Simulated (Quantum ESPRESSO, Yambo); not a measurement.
# Excitons of BaTiO3 (P4mm): kernels and approximations, part 2 of 3

Aim: the absorption spectrum of BaTiO3 (P4mm) with electron-hole interaction, and what each part of the kernel does.

Quantum ESPRESSO 7.5 and Yambo 5.3.0; PBE and many-body steps on it, plane waves. Known limits of the many-body steps: not at the basis limit; coarse k mesh; bindings not settled in the k mesh.

So far. Step 4 (Screening and self-energy, 4×4×4 mesh, 100 bands …): The gap on the mesh goes from 1.82 eV to 3.40 eV, a correction of +1.57 eV. Step 5 (Excitons): The lowest state lies at 3.173 eV, 0.425 eV under the direct gap.

The database entry behind the starting cell differs from later determinations by our own check (c/a about 0.6 % short), so it need not match the best structure at ambient conditions.

**6. Levels from G0W0**

This step: Bethe-Salpeter equation on PBE with G0W0 levels with spin-orbit coupling, plane waves, norm-conserving pseudopotentials.

bse4.in

```
optics
bss
bse
em1s
dipoles
rim_cut
RandQpts= 1000000
RandGvec= 1 RL
Chimod= "HARTREE"
BSKmod= "SEX"
BSEmod= "resonant"
BSSmod= "d"
BSENGexx= 30 Ry
BSENGBlk= 5 Ry
% BSEQptR
 1 | 1 |
%
% BSEBands
 35 | 46 |
%
% BEnRange
 0 | 7 | eV
%
% BDmRange
 0.1 | 0.1 | eV
%
BEnSteps= 141
% BLongDir
 1 | 0 | 0 |
%
% BndsRnXs
 1 | 68 |
%
NGsBlkXs= 5 Ry
% LongDrXs
 1 | 1 | 1 |
%
KfnQPdb= "E < ./gw1/ndb.QP"
WRbsWF
```

Started as:

```
$ OMP_NUM_THREADS=1 mpirun -n 4 yambo -F bse4.in -J bse4,bse3_W -C bse4 > bse4.log
```

The program printed:

```text
 Yambo, version 5.3.0

 [02] CORE Variables Setup
 =========================

  [... cell, symmetries and grids as in the set-up ...]

  [02.05] Energies & Occupations
  ==============================

  [X] === General ===
  [X] Electronic Temperature                        :  0.000000  0.000000 [eV K]
  [X] Bosonic    Temperature                        :  0.000000  0.000000 [eV K]
  [X] Finite Temperature mode                       : no
  [X] El. density                                   :  0.62226E+24 [cm-3]
  [X] Fermi Level                                   :  10.40023 [eV]

  [X] === Gaps and Widths ===
  [X] Conduction Band Min                           :  1.824610 [eV]
  [X] Valence Band Max                              :  0.000000 [eV]
  [X] Filled Bands                                  :   40
  [X] Empty Bands                                   :   41  100
  [X] Direct Gap                                    :  2.058211 [eV]
  [X] Direct Gap localized at k                     :  1
  [X] Indirect Gap                                  :  1.824610 [eV]
  [X] Indirect Gap between kpts                     :  18   1
  [X] Last valence band width                       :  0.829016 [eV]
  [X] 1st conduction band width                     :  2.382887 [eV]

 [03] Transferred momenta grid and indexing
 ==========================================

 IBZ Q-points                                      :  18
 BZ  Q-points                                      :   64

 K/Q-points units:
 rlu = crystal or reduced units; cc = cartesian coordinates; iku = interal k-units

 Q [ 1]         [rlu]:  0.000000  0.000000  0.000000
 Q [ 2]         [rlu]:  0.000000  0.000000  0.250000
 Q [ 3]         [rlu]:  0.000000  0.000000 -0.500000
[...]
[K+QP] === Gaps and Widths ===
  [K+QP] Conduction Band Min                        :  3.396250 [eV]
  [K+QP] Valence Band Max                           :  0.000000 [eV]
  [K+QP] Filled Bands                               :   40
  [K+QP] Empty Bands                                :   41  100
  [K+QP] Direct Gap                                 :  3.597848 [eV]
  [K+QP] Direct Gap localized at k                  :  1
  [K+QP] Indirect Gap                               :  3.396250 [eV]
  [K+QP] Indirect Gap between kpts                  :  18   1
  [K+QP] Last valence band width                    :  0.908229 [eV]
  [K+QP] 1st conduction band width                  :  2.673394 [eV]

  [coarse-grid] Minimum Bare Gap        [ev]:  1.824610
  [coarse-grid] Minimum Gap Correction  [ev]:  1.571639

  Eqp @ K [ 1]
  -56.52196 -56.52196 -33.20720 -33.20720 -32.55995 -32.55995 -32.53987 -32.53987
  -24.75366 -24.75366 -16.83562 -16.83562 -16.18948 -16.18948 -16.13189 -16.13189
  -11.28880 -11.28880  -9.37364  -9.37364  -9.37268  -9.37268  -2.45304  -2.45304
[...]
Eqp @ K [ 2]
[...]
Eqp @ K [ 3]
[...]
Eqp @ K [ 8]
[...]
Eqp @ K [ 9]
[...]
[... 79 further rows ...]
   16.76710  16.76710  16.81893  16.81893  16.87070  16.87070  19.70010  19.70010
   19.72783  19.72783  19.73625  19.73625  20.71186  20.71186  20.71210  20.71210

 [06] Dipoles
 ============

  [06.01] Setup: observables and procedures
  =========================================

  [WARNING] [r,Vnl^pseudo] included in position and velocity dipoles.

  [WARNING] In case H contains other non local terms, these are neglected

 [07] Static Dielectric Matrix
 =============================

    [08.01.05.02] Main kernel loop
    ==============================

    [08.01.05.03] Wave-Function Phases
    ==================================

    [BSE] WF phases found       :  40.56713 [o/o]

   [08.01.06] BSE solver(s) @q1
   ============================

   [08.01.07] Diago Solver @q1
   ===========================

 [11] Game Over & Game summary
```

Run time: 61 s. Hardware: 4 MPI ranks of Arm Neoverse V1, shared host; peak memory 1.5 GiB; 4.1 min of CPU time.

This step gave:

* transitions in the window: 2304
* direct gap of the transition levels: 3.598 eV
* lowest state: 3.184 eV
* first strong exciton (over a fiftieth of the strongest listed): 3.188 eV
* binding of the lowest state below the direct gap: 0.4135 eV
* Coulomb term of one mesh cell: 0.4146 eV

The binding is 1.00 times the screened Coulomb term of one mesh cell (0.41 eV), so it is not shown settled.

The lowest state lies at 3.184 eV, 0.413 eV under the direct gap.

**7. Beyond Tamm-Dancoff**

This step: Bethe-Salpeter equation on PBE with a scissors shift with spin-orbit coupling, plane waves, norm-conserving pseudopotentials.

bse5.in, as its differences from bse4.in of step 6:

```diff
@@ -10,3 +10,3 @@
 BSKmod= "SEX"
-BSEmod= "resonant"
+BSEmod= "coupling"
 BSSmod= "d"
@@ -18,3 +18,3 @@
 % BSEBands
- 35 | 46 |
+ 37 | 44 |
 %
@@ -37,3 +37,5 @@
 %
-KfnQPdb= "E < ./gw1/ndb.QP"
+% KfnQP_E
+ 1.54 | 1.0 | 1.0 |
+%
 WRbsWF
```

Started as:

```
$ OMP_NUM_THREADS=1 mpirun -n 4 yambo -F bse5.in -J bse5,bse3_W -C bse5 > bse5.log
```

The program printed:

```text
 Yambo, version 5.3.0

 [02] CORE Variables Setup
 =========================

  [... cell, symmetries and grids as in the set-up ...]

  [02.05] Energies & Occupations
  ==============================

  [X] === General ===
  [X] Electronic Temperature                        :  0.000000  0.000000 [eV K]
  [X] Bosonic    Temperature                        :  0.000000  0.000000 [eV K]
  [X] Finite Temperature mode                       : no
  [X] El. density                                   :  0.62226E+24 [cm-3]
  [X] Fermi Level                                   :  10.40023 [eV]

  [X] === Gaps and Widths ===
  [X] Conduction Band Min                           :  1.824610 [eV]
  [X] Valence Band Max                              :  0.000000 [eV]
  [X] Filled Bands                                  :   40
  [X] Empty Bands                                   :   41  100
  [X] Direct Gap                                    :  2.058211 [eV]
  [X] Direct Gap localized at k                     :  1
  [X] Indirect Gap                                  :  1.824610 [eV]
  [X] Indirect Gap between kpts                     :  18   1
  [X] Last valence band width                       :  0.829016 [eV]
  [X] 1st conduction band width                     :  2.382887 [eV]

 [03] Transferred momenta grid and indexing
 ==========================================

 IBZ Q-points                                      :  18
 BZ  Q-points                                      :   64

 K/Q-points units:
 rlu = crystal or reduced units; cc = cartesian coordinates; iku = interal k-units

 Q [ 1]         [rlu]:  0.000000  0.000000  0.000000
 Q [ 2]         [rlu]:  0.000000  0.000000  0.250000
 Q [ 3]         [rlu]:  0.000000  0.000000 -0.500000
[...]
[K+QP] Conduction Band Min                        :  3.364610 [eV]
  [K+QP] Valence Band Max                           :  0.000000 [eV]
  [K+QP] Filled Bands                               :   40
  [K+QP] Empty Bands                                :   41  100
  [K+QP] Direct Gap                                 :  3.598211 [eV]
  [K+QP] Direct Gap localized at k                  :  1
  [K+QP] Indirect Gap                               :  3.364610 [eV]
  [K+QP] Indirect Gap between kpts                  :  18   1
  [K+QP] Last valence band width                    :  0.829016 [eV]
  [K+QP] 1st conduction band width                  :  2.382887 [eV]

  [coarse-grid] Minimum Bare Gap        [ev]:  1.824610
  [coarse-grid] Minimum Gap Correction  [ev]:  1.540000

  Eqp @ K [ 1]
  -56.53299 -56.53299 -33.21822 -33.21822 -32.57098 -32.57098 -32.55089 -32.55089
  -24.76469 -24.76469 -16.84664 -16.84664 -16.20051 -16.20051 -16.14291 -16.14291
  -11.29982 -11.29982  -9.38466  -9.38466  -9.38370  -9.38370  -2.46406  -2.46406
[...]
Eqp @ K [ 2]
[...]
Eqp @ K [ 3]
[...]
Eqp @ K [ 8]
[...]
Eqp @ K [ 9]
[...]
[... 79 further rows ...]
   16.45042  16.45042  16.50225  16.50225  16.55403  16.55403  19.38342  19.38342
   19.41115  19.41115  19.41957  19.41957  20.39518  20.39518  20.39542  20.39542

 [06] Dipoles
 ============

  [06.01] Setup: observables and procedures
  =========================================

  [WARNING] [r,Vnl^pseudo] included in position and velocity dipoles.

  [WARNING] In case H contains other non local terms, these are neglected

 [07] Static Dielectric Matrix
 =============================

    [08.01.05.02] Main kernel loop
    ==============================

    [08.01.05.03] Wave-Function Phases
    ==================================

    [BSE] WF phases found       :  40.62500 [o/o]

   [08.01.06] BSE solver(s) @q1
   ============================

   [08.01.07] Diago Solver @q1
   ===========================

   [WARNING] Parallel non-herm diag not yet implemented. Switching to LK

 [11] Game Over & Game summary
```

It took 49 s on 4 MPI ranks; peak memory 2.1 GiB; 3.2 min of CPU time.

This step gave:

| Item | Value |
| --- | --- |
| transitions in the window | 1024 |
| direct gap of the transition levels | 3.598 eV |
| lowest state | 3.184 eV |
| first strong exciton (over a fiftieth of the strongest listed) | 3.188 eV |
| binding of the lowest state below the direct gap | 0.4139 eV |
| Coulomb term of one mesh cell | 0.4146 eV |

The binding is 1.00 times the screened Coulomb term of one mesh cell (0.41 eV), so it is not shown settled.

The lowest state lies at 3.184 eV, 0.414 eV under the direct gap.

**8. Finite momentum (q 2)**

bse6.in, as its differences from bse5.in of step 7:

```diff
@@ -10,3 +10,3 @@
 BSKmod= "SEX"
-BSEmod= "coupling"
+BSEmod= "resonant"
 BSSmod= "d"
@@ -15,6 +15,6 @@
 % BSEQptR
- 1 | 1 |
+ 2 | 2 |
 %
 % BSEBands
- 37 | 44 |
+ 37 | 46 |
 %
```

Started as:

```
$ OMP_NUM_THREADS=1 mpirun -n 4 yambo -F bse6.in -J bse6,bse3_W -C bse6 > bse6.log
```

The program printed:

```text
 Yambo, version 5.3.0

 [02] CORE Variables Setup
 =========================

  [... cell, symmetries and grids as in the set-up ...]

  [02.05] Energies & Occupations
  ==============================

  [X] === General ===
  [X] Electronic Temperature                        :  0.000000  0.000000 [eV K]
  [X] Bosonic    Temperature                        :  0.000000  0.000000 [eV K]
  [X] Finite Temperature mode                       : no
  [X] El. density                                   :  0.62226E+24 [cm-3]
[...]
19.41115  19.41115  19.41957  19.41957  20.39518  20.39518  20.39542  20.39542

 [06] Dipoles
 ============

  [06.01] Setup: observables and procedures
  =========================================

  [WARNING] [r,Vnl^pseudo] included in position and velocity dipoles.

  [WARNING] In case H contains other non local terms, these are neglected

 [07] Static Dielectric Matrix
 =============================

    [08.01.05.02] Main kernel loop
    ==============================

   [08.01.06] BSE solver(s) @q2
   ============================

   [08.01.07] Diago Solver @q2
   ===========================

 [11] Game Over & Game summary
```

It took 45 s on 4 MPI ranks; peak memory 1.4 GiB.

Numbers from this step:

```yaml
transitions_in_the_window: 1536
lowest_state: 3.239 eV
first_strong_exciton_over_a_fiftieth_of_the_strongest_listed: 3.239 eV
```

The lowest state lies at 3.239 eV.

**9. Finite momentum (q 3)**

bse7.in, as its differences from bse6.in of step 8:

```diff
@@ -15,3 +15,3 @@
 % BSEQptR
- 2 | 2 |
+ 3 | 3 |
 %
```

Started as:

```
$ OMP_NUM_THREADS=1 mpirun -n 4 yambo -F bse7.in -J bse7,bse3_W -C bse7 > bse7.log
```

The program printed:

```text
 Yambo, version 5.3.0

 [02] CORE Variables Setup
 =========================

  [... cell, symmetries and grids as in the set-up ...]

  [02.05] Energies & Occupations
  ==============================

  [X] === General ===
  [X] Electronic Temperature                        :  0.000000  0.000000 [eV K]
  [X] Bosonic    Temperature                        :  0.000000  0.000000 [eV K]
  [X] Finite Temperature mode                       : no
  [X] El. density                                   :  0.62226E+24 [cm-3]
[...]
19.41115  19.41115  19.41957  19.41957  20.39518  20.39518  20.39542  20.39542

 [06] Dipoles
 ============

  [06.01] Setup: observables and procedures
  =========================================

  [WARNING] [r,Vnl^pseudo] included in position and velocity dipoles.

  [WARNING] In case H contains other non local terms, these are neglected

 [07] Static Dielectric Matrix
 =============================

    [08.01.05.02] Main kernel loop
    ==============================

   [08.01.06] BSE solver(s) @q3
   ============================

   [08.01.07] Diago Solver @q3
   ===========================

 [11] Game Over & Game summary
```

It took 46 s on 4 MPI ranks; peak memory 1.4 GiB.

This step gave:

```
transitions in the window                                      : 1536
lowest state                                                   : 3.296 eV
first strong exciton (over a fiftieth of the strongest listed) : 3.296 eV
```

The lowest state lies at 3.296 eV.

**10. RPA with local fields (no direct term)**

bse8.in

```
optics
bss
bse
em1s
dipoles
rim_cut
RandQpts= 1000000
RandGvec= 1 RL
Chimod= "HARTREE"
BSKmod= "HARTREE"
BSEmod= "resonant"
BSSmod= "h"
BSENGexx= 30 Ry
BSENGBlk= 5 Ry
% BSEQptR
 1 | 1 |
%
% BSEBands
 35 | 48 |
%
% BEnRange
 0 | 9 | eV
%
% BDmRange
 0.1 | 0.1 | eV
%
BEnSteps= 181
% BLongDir
 1 | 0 | 0 |
%
% BndsRnXs
 1 | 68 |
%
NGsBlkXs= 5 Ry
% LongDrXs
 1 | 1 | 1 |
%
% KfnQP_E
 1.54 | 1.0 | 1.0 |
%
BSHayTrs= -0.02
```

Started as:

```
$ OMP_NUM_THREADS=1 mpirun -n 4 yambo -F bse8.in -J bse8,bse3_W -C bse8 > bse8.log
```

The program printed:

```text
 Yambo, version 5.3.0

 [02] CORE Variables Setup
 =========================

  [... cell, symmetries and grids as in the set-up ...]

  [02.05] Energies & Occupations
  ==============================

  [X] === General ===
  [X] Electronic Temperature                        :  0.000000  0.000000 [eV K]
  [X] Bosonic    Temperature                        :  0.000000  0.000000 [eV K]
  [X] Finite Temperature mode                       : no
  [X] El. density                                   :  0.62226E+24 [cm-3]
[...]
==============================

   [08.01.04] Independent Particles properties @q1
   ===============================================

   [08.01.05] BSE Kernel @q1 (Resonant EXCHANGE)
   =============================================

   [BSE] Exchange components :  1221

   [08.01.06] Main kernel loop
   ===========================

  [08.02] BSE solver(s) @q1
  =========================

  [08.03] Haydock Solver in the optics basis @q1 using the hermitian scheme
  =========================================================================

  Accuracy (requested)      : -0.020000 [o/o]
  Accuracy (reached)        :  0.018589 [o/o]
  Iterations                :   47

 [11] Game Over & Game summary
```

Run time: 9.3 s. Hardware: 4 MPI ranks; peak memory 1.2 GiB; 37 s of CPU time.

Numbers from this step:

- transitions in the window: 3072
- direct gap of the transition levels: 3.598 eV

**11. One G vector in the direct term**

bse9.in

```
optics
bss
bse
em1s
dipoles
rim_cut
RandQpts= 1000000
RandGvec= 1 RL
Chimod= "HARTREE"
BSKmod= "SEX"
BSEmod= "resonant"
BSSmod= "d"
BSENGexx= 30 Ry
BSENGBlk= 1 RL
% BSEQptR
 1 | 1 |
%
% BSEBands
 37 | 44 |
%
% BEnRange
 0 | 7 | eV
%
% BDmRange
 0.1 | 0.1 | eV
%
BEnSteps= 141
% BLongDir
 1 | 0 | 0 |
%
% BndsRnXs
 1 | 68 |
%
NGsBlkXs= 5 Ry
% LongDrXs
 1 | 1 | 1 |
%
% KfnQP_E
 1.54 | 1.0 | 1.0 |
%
WRbsWF
```

Started as:

```
$ OMP_NUM_THREADS=1 mpirun -n 4 yambo -F bse9.in -J bse9,bse3_W -C bse9 > bse9.log
```

The program printed:

```text
 Yambo, version 5.3.0

 [02] CORE Variables Setup
 =========================

  [... cell, symmetries and grids as in the set-up ...]

  [02.05] Energies & Occupations
  ==============================

  [X] === General ===
  [X] Electronic Temperature                        :  0.000000  0.000000 [eV K]
  [X] Bosonic    Temperature                        :  0.000000  0.000000 [eV K]
  [X] Finite Temperature mode                       : no
  [X] El. density                                   :  0.62226E+24 [cm-3]
  [X] Fermi Level                                   :  10.40023 [eV]

  [X] === Gaps and Widths ===
  [X] Conduction Band Min                           :  1.824610 [eV]
  [X] Valence Band Max                              :  0.000000 [eV]
  [X] Filled Bands                                  :   40
  [X] Empty Bands                                   :   41  100
  [X] Direct Gap                                    :  2.058211 [eV]
  [X] Direct Gap localized at k                     :  1
  [X] Indirect Gap                                  :  1.824610 [eV]
  [X] Indirect Gap between kpts                     :  18   1
  [X] Last valence band width                       :  0.829016 [eV]
  [X] 1st conduction band width                     :  2.382887 [eV]

 [03] Transferred momenta grid and indexing
 ==========================================

 IBZ Q-points                                      :  18
 BZ  Q-points                                      :   64

 K/Q-points units:
 rlu = crystal or reduced units; cc = cartesian coordinates; iku = interal k-units

 Q [ 1]         [rlu]:  0.000000  0.000000  0.000000
 Q [ 2]         [rlu]:  0.000000  0.000000  0.250000
 Q [ 3]         [rlu]:  0.000000  0.000000 -0.500000
[...]
[K+QP] === Gaps and Widths ===
  [K+QP] Conduction Band Min                        :  3.364610 [eV]
  [K+QP] Valence Band Max                           :  0.000000 [eV]
  [K+QP] Filled Bands                               :   40
  [K+QP] Empty Bands                                :   41  100
  [K+QP] Direct Gap                                 :  3.598211 [eV]
  [K+QP] Direct Gap localized at k                  :  1
  [K+QP] Indirect Gap                               :  3.364610 [eV]
  [K+QP] Indirect Gap between kpts                  :  18   1
  [K+QP] Last valence band width                    :  0.829016 [eV]
  [K+QP] 1st conduction band width                  :  2.382887 [eV]

  [coarse-grid] Minimum Bare Gap        [ev]:  1.824610
  [coarse-grid] Minimum Gap Correction  [ev]:  1.540000

  Eqp @ K [ 1]
  -56.53299 -56.53299 -33.21822 -33.21822 -32.57098 -32.57098 -32.55089 -32.55089
  -24.76469 -24.76469 -16.84664 -16.84664 -16.20051 -16.20051 -16.14291 -16.14291
  -11.29982 -11.29982  -9.38466  -9.38466  -9.38370  -9.38370  -2.46406  -2.46406
[...]
Eqp @ K [ 2]
[...]
Eqp @ K [ 3]
[...]
Eqp @ K [ 8]
[...]
Eqp @ K [ 9]
[...]
[... 79 further rows ...]
   16.45042  16.45042  16.50225  16.50225  16.55403  16.55403  19.38342  19.38342
   19.41115  19.41115  19.41957  19.41957  20.39518  20.39518  20.39542  20.39542

 [06] Dipoles
 ============

  [06.01] Setup: observables and procedures
  =========================================

  [WARNING] [r,Vnl^pseudo] included in position and velocity dipoles.

  [WARNING] In case H contains other non local terms, these are neglected

 [07] Static Dielectric Matrix
 =============================

    [08.01.05.02] Main kernel loop
    ==============================

    [08.01.05.03] Wave-Function Phases
    ==================================

    [BSE] WF phases found       :  40.62500 [o/o]

   [08.01.06] BSE solver(s) @q1
   ============================

   [08.01.07] Diago Solver @q1
   ===========================

 [11] Game Over & Game summary
```

Wall time 11 s (4 MPI ranks); peak memory 1.3 GiB; 43 s of CPU time.

The run ended normally, though the input holds a fault or crude settings.

The fault put into this input: one G vector in the direct term.

[end of part 2 of 3]

[Paths, hosts, dates, memory and timing lines, banners, echoed tables and standing remarks are left out of the program output.]

[Logs are printed without paths, hosts, clocks, repeated set-up lines and the standing remarks that a program may print on its own settings, such as how far it seeks lower states.]

[Runs of the session that timed out or met a known fault of the program may be left out.]

[Hosts, paths, dates, database ids (printed as entryN), source tags and the programs' standing remarks are cut or masked in the printed files.]
